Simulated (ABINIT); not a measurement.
## BN (F-43m): least direct gap against volume

The cell of BN (F-43m) is scaled evenly and the response computed anew at each volume, on one mesh.

The structure is cubic, space group F-43m (No. 216). Conventional cell: a = 3.615 Å, b = 3.615 Å, c = 3.615 Å, α = 90.00°, β = 90.00°, γ = 90.00°. Around N on site c lie 4 B at 1.57 Å. B on site a is surrounded by 4 N at 1.57 Å.

Method: ABINIT 10.8.3, LDA, independent particles, k-mesh 16×16×16, Lorentzian half width 0.04 eV.

Launch of the response step: `optic optic.abi`. The series took 3.7 min in all, its band step included, on 4 threads of AMD EPYC (Zen 3) (shared host).

```
V/V₀  V (Å³, primitive cell)  least direct gap (eV)
0.94                   11.10                      ?
0.97                   11.46                  8.893
1.00                   11.81                  8.746
1.03                   12.16                  8.604
1.06                   12.52                  8.466
```

For small changes the quantity should be close to linear in ln V.

Working, on the rows shown:

| x = ln(V/V₀) | y = least direct gap |
| --- | --- |
| -0.0304592 | 8.893 |
| 0 | 8.746 |
| 0.0295588 | 8.604 |
| 0.0582689 | 8.466 |

Means: x̄ = 0.014342, ȳ = 8.6773. Σ(x − x̄)(y − ȳ) = -0.02105, Σ(x − x̄)² = 0.004374. Slope = -0.02105 / 0.004374 = -4.812; intercept = ȳ − slope · x̄ = 8.7463. The line misses the rows shown by at most 0.00026 eV.

Fill in the last column of the withheld row.

At x = -0.061875 the line gives y = 9.044 eV. The run gave 9.046 eV, so the extrapolation is off by 0.002 eV, 0.3 % of the range in the table.

Between the rows on either side of x = 0 the slope is (8.604 − 8.893) / (0.029559 − (-0.030459)) = -4.815. That is a volume deformation potential of -4.8 eV: the least direct gap on this mesh widens by 48 meV for each per cent of compression. LDA gaps are as a rule too small.

[Logs are printed without paths, hosts, clocks, repeated set-up lines and the standing remarks that a program may print on its own settings, such as how far it seeks lower states.]
